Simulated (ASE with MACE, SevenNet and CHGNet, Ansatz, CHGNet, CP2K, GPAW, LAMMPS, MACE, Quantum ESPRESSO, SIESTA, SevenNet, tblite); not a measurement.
# Running amorphous 73P2O5-20PbO-7Al2O3 (mol %) (88 atoms) with machine-learned potentials

How do the settings of machine-learned potentials change the result for amorphous 73P2O5-20PbO-7Al2O3 (mol %) (88 atoms)? A plane-wave run serves as the yardstick.

Calculated with ASE with MACE, SevenNet and CHGNet; the method is named at each step.

### Step 1. Set-up

The cell holds 88 atoms: 22 P, 3 Pb, 2 Al and 61 O. Its edges and angles: a = 10.812 Å, b = 10.812 Å, c = 10.812 Å, α = 90.0°, β = 90.0°, γ = 90.0°. 88 atoms (22 P, 3 Sr, 2 Al, 61 O) placed at random at 2.63 g/cm³, melted at 5000 K for 10 ps at fixed volume with the Morse and Coulomb pair potential with partial charges (Pedone, Malavasi, Menziani, Cormack and Segre, J. Phys. Chem. B 110, 11780 (2006)). Quenched from 5000 K to 300 K at 10 K/ps and fixed volume, held 10 ps at zero pressure, then minimised at fixed cell. Then Sr was replaced by Pb and the cell scaled by 1.008 (the potential has no terms for the new elements, so the cell is a start for a DFT relaxation).

The yardstick, on the same geometry:

| Property | Result |
| --- | --- |
| method | Kohn-Sham DFT, PBE, PAW, plane waves (Ansatz 0.2.0); cutoff 420 eV, Γ point, fermi-dirac smearing of 0.05 eV; PAW set soft_2 |
| r.m.s. force component | 1.353 eV/Å |
| longest force | 6.082 eV/Å |
| pressure | -2.03 GPa |
| gap (highest filled to lowest empty level) | 0.8801 eV |
| SCF cycles | 11 |
| time | 9.6 s on 8 threads of Arm Neoverse V2, shared host |
| CPU time | 69 s |

### Step 2. MACE MP-0b3 medium potential

Method: machine-learned interatomic potential MACE MP-0b3 medium, trained on PBE(+U) plane-wave data.

run.py

```python
import numpy as np
from ase.io import read
import mlip  # loads the published weights by name

atoms = read("structure.xyz")
atoms.calc = mlip.calc("mace-mp-0b3-medium")
energy = atoms.get_potential_energy()
forces = atoms.get_forces()
print(f"energy {energy:.6f} eV")
print("forces (eV/A)")
for i, (a, f) in enumerate(zip(atoms, forces)):
    print(f"{i:4d} {a.symbol:2s} {f[0]:10.5f} {f[1]:10.5f} {f[2]:10.5f}")
stress = -atoms.get_stress(voigt=False) * 160.21766
print("stress (GPa, compression positive)")
for row in stress:
    print(" ".join(f"{x:10.4f}" for x in row))
```

structure.xyz

```xyz
88
Lattice="10.81220 0.00000 0.00000 0.00000 10.81220 0.00000 0.00000 0.00000 10.81220" Properties=species:S:1:pos:R:3 pbc="T T T"
P 8.84654 2.12395 3.80092
P 5.76993 4.99502 5.73133
P 9.93101 8.64479 0.76475
P 9.96269 4.23784 0.03200
P 2.52011 10.10897 4.61919
P 5.74258 1.32558 7.58043
P 2.00491 5.03416 7.39457
P 1.93052 1.33152 0.50980
P 9.86711 6.52776 4.89685
P 8.72253 2.15466 6.92575
P 0.06628 0.04336 2.77171
P 4.08907 3.32800 3.69583
P 3.77573 5.40837 9.92787
P 6.91700 9.35180 0.53704
P 0.55175 8.61030 8.78362
P 8.50250 4.97977 2.60401
P 9.58415 5.08292 7.76846
P 2.06275 7.16243 5.17483
P 2.05789 4.34304 1.43759
P 8.53926 9.28671 4.61292
P 5.89719 3.10743 10.10887
P 2.13400 2.20655 5.91535
Pb 6.81255 8.06666 7.66607
Pb 4.15556 9.29049 9.73660
Pb 5.32079 7.53524 3.21977
Al 0.59954 0.97083 8.34280
Al 6.17852 1.35888 2.11292
O 9.73390 2.75754 0.19440
O 10.46318 8.64998 10.10616
O 5.35280 10.68105 7.68574
O 10.42145 7.46204 1.51663
O 5.84053 8.39730 0.98294
O 0.65565 4.50771 0.36956
O 3.41136 4.04074 2.49394
O 9.14474 7.88836 5.02465
O 2.20796 8.72263 5.35085
O 7.04674 5.31560 2.54671
O 9.22281 5.90206 3.63712
O 6.85818 9.49873 9.83651
O 9.11587 4.91155 1.17799
O 5.96228 2.44031 0.66722
O 1.27130 10.29667 3.66761
O 0.69295 2.30581 5.36588
O 1.12112 0.84119 1.75147
O 0.00605 7.74597 7.68196
O 6.69372 10.70408 1.21702
O 7.58292 1.48743 3.23317
O 3.04472 6.78487 4.12139
O 9.09468 3.59808 7.39760
O 1.90241 8.11553 9.25719
O 2.76046 5.11179 8.74653
O 2.99941 2.67797 4.58351
O 1.12090 1.23443 10.03210
O 0.57251 6.89267 4.78786
O 0.48482 4.97361 7.69537
O 8.47709 6.14101 7.94891
[... 28 atom lines left out ...]
O 3.17187 0.48785 0.33010
O 4.73704 4.17124 10.07297
O 3.77778 9.89457 3.84460
O 4.50674 6.68129 9.66827
```

Run with:

```sh
$ OMP_NUM_THREADS=1 python run.py > output.txt
```

The program printed:

```text
energy -604.043730 eV
forces (eV/A)
   0 P    -2.80934   -0.81091   -1.53068
   1 P     1.79381   -0.67963    2.22260
   2 P     1.34748   -2.87762    1.27369
   3 P     2.53614   -4.06804    0.37157
   4 P     2.17839    1.38088   -1.40088
   5 P    -3.24076    0.53595   -1.47588
   6 P    -1.54581   -1.85295   -1.56762
   7 P     0.77272   -0.93839   -1.68475
   8 P    -0.46074    0.40920    1.62603
   9 P     1.03984   -0.87390    2.24735
  10 P     0.24099   -2.13375   -0.30776
  11 P     0.00292   -0.43210   -0.26032
  12 P     1.94381    0.43637    0.06521
  13 P    -0.96731    0.73693   -1.40477
  14 P     1.82212   -0.83471   -1.85377
  15 P    -3.24355    0.03462   -1.05780
  16 P    -1.66723    2.30259    1.17085
  17 P     2.02293   -0.30583   -2.36106
  18 P    -3.82320   -1.85749    2.38967
  19 P    -1.17500    2.17879   -1.27778
  20 P     3.65016    0.16943    0.07145
  21 P    -5.32522   -0.62531    0.30885
  22 Pb    0.84446   -0.20970   -0.32161
  23 Pb   -0.76587    0.34782    0.21869
[...]
80 O     0.77379    0.15697   -0.28553
  81 O     0.66379   -1.69425    0.40555
  82 O    -1.61610   -0.27960   -2.14035
  83 O    -1.59255    0.20776   -0.98299
  84 O     0.16430    0.24565    0.51989
  85 O    -1.81190    0.35256   -0.19519
  86 O    -0.18220   -0.15985    0.14480
  87 O    -0.61596   -0.60327    0.55585
stress (GPa, compression positive)
   -2.3135     0.4793     0.4788
    0.4793    -1.0036    -0.0975
    0.4788    -0.0975    -2.8219
```

The job ended after 7.3 s (1 thread of Arm Neoverse V2, shared host; peak memory 1 GiB).

Banners, paths, timers and routine set-up lines are dropped from the logs unmarked, and long logs keep their key lines alone; longer cuts are marked.

Against the reference:

```yaml
r_m_s_force_component: 1.178 eV/Å
r_m_s_difference_of_force_components: 312.8 meV/Å
longest_difference_of_force_vectors: 1990 meV/Å
force_difference_over_r_m_s_force: 23.12 %
slope_of_forces_against_the_reference_s: 0.8522
correlation_of_force_components: 0.9789
pressure: -2.046 GPa
pressure_difference: -0.0166 GPa
```

Length of the force difference by element (eV/Å):

```
element  atoms  mean  most
     Al      2  0.31  0.46
      O     61  0.34   1.4
      P     22  0.68   2.0
     Pb      3  0.41  0.50
```

The surroundings of O58, picked at random, nearest first, numbered as they follow in the input and with coordinates relative to it.

```
atom      x      y      z  distance (Å)     Fx     Fy  Fz (eV/Å)
 O58   0.00   0.00   0.00          0.00  -0.45   0.16      -0.17
 P21  -1.30  -0.66   0.32          1.49   3.65   0.17       0.07
 O41  -1.23  -1.33   1.69          2.48  -0.83  -0.46       0.37
 O68  -1.63  -1.72  -0.80          2.50  -0.98  -0.57       0.77
 O86  -2.46   0.41   0.29          2.51  -1.81   0.35      -0.20
 O80   2.59   1.06  -0.35          2.82  -0.47   0.53       0.11
 O28   2.54  -1.01   1.22          2.99  -0.43   0.73      -0.50
  P4   2.77   0.47   1.06          3.00   2.54  -4.07       0.37
 O49   1.90  -0.17  -2.39          3.06  -0.21   0.73      -0.36
 O40   1.92   1.15   2.20          3.14  -0.56   1.96       0.80
 O71   0.08  -2.09  -2.47          3.24   2.98   0.44      -0.52
 O56   1.28   2.37  -1.84          3.27   1.17  -1.01      -0.03
```

Atoms are counted from 1 here, from 0 in the log.

Forces lie 23 % from the reference's, at 0.11 times its CPU time (on 1 against 8 cores).

### Step 3. SevenNet 0 potential

Method: machine-learned interatomic potential SevenNet 0, trained on PBE(+U) plane-wave data.

run.py: that of step 2 with these lines changed.

```diff
@@ -5,3 +5,3 @@
 atoms = read("structure.xyz")
-atoms.calc = mlip.calc("mace-mp-0b3-medium")
+atoms.calc = mlip.calc("7net-0")
 energy = atoms.get_potential_energy()
```

structure.xyz is that of step 2.

The program printed:

```text
energy -601.699097 eV
forces (eV/A)
   0 P    -2.22884   -0.95322   -1.36773
   1 P     2.05506   -1.43512    2.90431
   2 P     1.54053   -2.71949    1.27529
   3 P     2.60495   -5.02991    0.18640
   4 P     1.96041    2.20235   -0.98755
   5 P    -3.82862    1.10247   -1.92230
   6 P    -1.36490   -2.58561   -1.94947
   7 P     0.45765   -0.99644   -1.53050
   8 P    -0.74535    0.08904    2.28759
   9 P     0.54968   -0.53846    2.15080
  10 P     0.35639   -2.02237   -0.04772
  11 P    -0.26245   -0.27985   -0.25294
  12 P     1.99561    0.42804    0.27790
  13 P    -0.92228    0.80685   -1.12703
  14 P     1.80030   -1.42356   -2.36729
  15 P    -2.98898   -0.08420   -1.35902
  16 P    -1.88261    2.27416    1.77930
  17 P     2.04982   -0.29835   -2.07908
  18 P    -4.34288   -1.63065    2.60195
  19 P    -1.50056    2.16336   -1.45427
  20 P     4.74176    0.38432   -0.39078
  21 P    -6.32694   -0.74568   -0.48612
  22 Pb    0.66643   -0.19952   -0.43279
  23 Pb   -0.83784    0.25848    0.05103
[...]
80 O     0.86028    0.05341   -0.31736
  81 O     0.99559   -2.34784    0.11487
  82 O    -1.69677   -0.18500   -2.30620
  83 O    -1.53883    0.16744   -0.90182
  84 O     0.34359    0.13129    0.52885
  85 O    -2.07138    0.51049   -0.12279
  86 O    -0.17904   -0.27995    0.06590
  87 O    -0.66418   -0.68456    0.60207
stress (GPa, compression positive)
   -2.5335     0.5159     0.6576
    0.5159    -1.3167    -0.1222
    0.6576    -0.1222    -3.1584
```

Run time: 6.7 s. Hardware: 1 thread; peak memory 0.94 GiB.

Compared with the plane-wave run:

```yaml
r_m_s_force_component: 1.31 eV/Å
r_m_s_difference_of_force_components: 199.5 meV/Å
longest_difference_of_force_vectors: 1178 meV/Å
force_difference_over_r_m_s_force: 14.74 %
slope_of_forces_against_the_reference_s: 0.9578
correlation_of_force_components: 0.9893
pressure: -2.336 GPa
pressure_difference: -0.3065 GPa
```

Against the first run (23 %), the force difference from the reference is 15 %, at 0.92 times the CPU time.

### Step 4. CHGNet r2SCAN potential

Method: machine-learned interatomic potential CHGNet r2SCAN, trained on r2SCAN plane-wave data.

run.py: that of step 3 with these lines changed.

```diff
@@ -5,3 +5,3 @@
 atoms = read("structure.xyz")
-atoms.calc = mlip.calc("7net-0")
+atoms.calc = mlip.calc("chgnet-r2scan")
 energy = atoms.get_potential_energy()
```

structure.xyz is that of step 3.

The program printed:

```text
CHGNet vr2scan initialized with 412,525 parameters
CHGNet will run on cpu
energy -930.533997 eV
forces (eV/A)
   0 P    -2.29697   -0.94509   -1.46790
   1 P     1.72022   -0.73901    2.46094
   2 P     1.43058   -2.80613    1.67588
   3 P     2.08104   -4.03811    0.08611
   4 P     1.71098    1.29539   -1.43511
   5 P    -3.23496    0.75053   -2.09878
   6 P    -1.84177   -1.56422   -1.45531
   7 P     0.65685   -0.96793   -1.15581
   8 P    -0.40251   -0.08565    1.96931
   9 P     0.94129   -0.29104    1.89531
  10 P    -0.35513   -2.39578    0.36112
  11 P    -0.13133   -0.18892   -0.33108
  12 P     1.66595    0.94169    0.17366
  13 P    -1.05482    0.73738   -0.82057
  14 P     1.45763   -1.37691   -1.83758
  15 P    -3.28475   -0.04845   -0.75916
  16 P    -2.35702    2.22054    1.33622
  17 P     1.74569   -0.47681   -2.31864
  18 P    -3.78094   -1.38201    2.60713
  19 P    -0.93627    2.27110   -1.15684
  20 P     3.62096    0.58683   -0.12048
  21 P    -4.69535   -0.51595   -0.10459
  22 Pb    0.55160   -0.18508   -0.40883
  23 Pb   -0.51407    0.25837    0.07441
[...]
80 O     0.55418    0.02565   -0.14884
  81 O     0.64221   -1.75887    0.15745
  82 O    -1.46494   -0.54876   -1.75558
  83 O    -1.62120    0.62662   -1.19728
  84 O    -0.44534    0.65307    0.47767
  85 O    -1.37625    0.29615   -0.13972
  86 O    -1.05346    0.01629    0.66459
  87 O    -1.02875   -1.50240    0.54125
stress (GPa, compression positive)
   -7.1582     0.5701     0.7074
    0.5701    -5.6930    -0.2215
    0.7074    -0.2215    -6.9093
```

Run time: 3.1 s. Hardware: 1 thread; peak memory 1.1 GiB.

Against the reference:

| Property | Result |
| --- | --- |
| r.m.s. force component | 1.156 eV/Å |
| r.m.s. difference of force components | 503.1 meV/Å |
| longest difference of force vectors | 1771 meV/Å |
| force difference over r.m.s. force | 37.19 % |
| slope of forces against the reference's | 0.7962 |
| correlation of force components | 0.9314 |
| pressure | -6.587 GPa |
| pressure difference | -4.557 GPa |

Against the first run (23 %), the force difference from the reference is 37 %, at 0.43 times the CPU time; this potential was trained at another functional than the reference's, which explains only part of so large a difference.

### Step 5. All runs compared

Differences are against the plane-wave reference, forces as r.m.s. over components; share is that over the reference's r.m.s. force, slope the least-squares factor from reference forces to these. Total energies of different programs have different zeros and aren't compared.

```
                         run  Δ force, r.m.s. (meV/Å)  share (%)  slope  Δ pressure (GPa)  cores  CPU time  memory (GiB)
                   reference                        -          -      -                 -      8      69 s           1.6
MACE MP-0b3 medium potential                      313       23.1  0.852           -0.0166      1     7.3 s           1.0
        SevenNet 0 potential                      199       14.7  0.958            -0.306      1     6.7 s          0.94
     CHGNet r2SCAN potential                      503       37.2  0.796             -4.56      1     3.1 s           1.1
```

Times of the machine-learned potentials are mostly Python's start and the loading of weights.

CPU time is summed over cores on a shared host, where runs went side by side, so it is rough. Symmetry, cutoffs, thresholds, outputs and thread counts weren't matched or tuned between programs; memory under MPI is the largest rank's times the ranks.

### Step 6. Outcome

- nearest in forces: SevenNet 0 potential, 15 %
- its CPU time: 6.7 s

In words: Machine-learned potentials differ by 15 % (SevenNet 0 potential) to 37 % (CHGNet r2SCAN potential); they were trained on other programs' data, some at another functional. Machine-learned potentials mimic data converged in k, so the reference's own k-point error enters their differences. The quench rate of 10 K/ps is many orders above laboratory rates, so the cell is likely richer in defects and strain than a real sample. The network of bonds at the start is that of the classical potential that made the cell, and needn't be the one that DFT or experiment would give. The reference's pressure of -2.0 GPa belongs to a cell and atoms that aren't relaxed at this level. The electronic-structure runs sample only Γ, in a cell whose shortest periodic width is 11 Å. Spin–orbit coupling is left out, which matters for the levels of the heavy elements.

[Also dropped from logs without a mark: logging warnings of Python, and SIESTA's first energy breakdown and zero terms.]

[Logs are printed without paths, hosts, clocks, repeated set-up lines and the standing remarks that a program may print on its own settings, such as how far it seeks lower states.]

[Hosts, paths, dates, database ids (printed as entryN), source tags and the programs' standing remarks are cut or masked in the printed files.]
